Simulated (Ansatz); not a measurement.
## CaCu2S2 (P-3m1): how ε∞ follows the gap

The empty bands of CaCu2S2 (P-3m1) are shifted up rigidly by Δ, and ε∞ along x is computed for each shift. x, y and z are the Cartesian axes of the input cell.

It takes space group P-3m1 (No. 164, trigonal). Conventional cell: a = 3.940 Å, b = 3.940 Å, c = 6.523 Å, α = 90.00°, β = 90.00°, γ = 120.00°. Cu on site d is surrounded by 4 S at 2.41 Å. Ca on site a is surrounded by 6 S at 2.81 Å. Around S on site d lie 4 Cu at 2.41 Å.

Method: Ansatz 0.2.0, PBE, independent particles, k-mesh 9×9×4 with interpolation inside its cells, Gaussian parameter 0.1 eV.

Launch of the response step: `ansatz run input.yaml --threads 4 --pin off --max-ram 8192MiB --backend cpu --events-out ev --progress --plain --runs-dir out`. The series took 10.8 min in all, on 4 threads of Intel(R) Xeon(R) Processor @ 2.50GHz (Skylake/Cascade Lake), on a shared host.

```tsv
Δ (eV)	ε∞ along x
0.00	8.671
0.40	8.016
0.80	7.486
1.20	7.045
1.60	?
2.00	6.342
```

With one effective transition at E₀ and fixed dipole strength, ε∞ − 1 = A/(E₀ + Δ), so 1/(ε∞ − 1) is linear in Δ.

Working, on the rows shown:

| x = Δ (eV) | y = 1/(ε∞ − 1) |
| --- | --- |
| 0 | 0.130361 |
| 0.4 | 0.142531 |
| 0.8 | 0.154178 |
| 1.2 | 0.165426 |
| 2 | 0.187196 |

Means: x̄ = 0.88, ȳ = 0.15594. Σ(x − x̄)(y − ȳ) = 0.06713, Σ(x − x̄)² = 2.368. Slope = 0.06713 / 2.368 = 0.02835; intercept = ȳ − slope · x̄ = 0.13099. Turned back into ε∞ along x, the line misses the rows shown by at most 0.037.

Q: Fill in the last column of the withheld row.

A: At x = 1.6 the line gives y = 0.17635, that is 6.671. The run gave 6.668, so the interpolation is off by 0.0026, 0.1 % of the range in the table.

Refitted with all rows, the slope is 0.02837 and the intercept 0.13099. These give E₀ = intercept/slope = 4.6 eV, far above the least direct gap of 1.08 eV: most of the screening comes from transitions well over the edge. Over the first step ε∞ falls by 19 % per eV. Excitons are left out and so are local fields; PBE gaps are as a rule too small.

[Logs are printed without paths, hosts, clocks, repeated set-up lines and the standing remarks that a program may print on its own settings, such as how far it seeks lower states.]
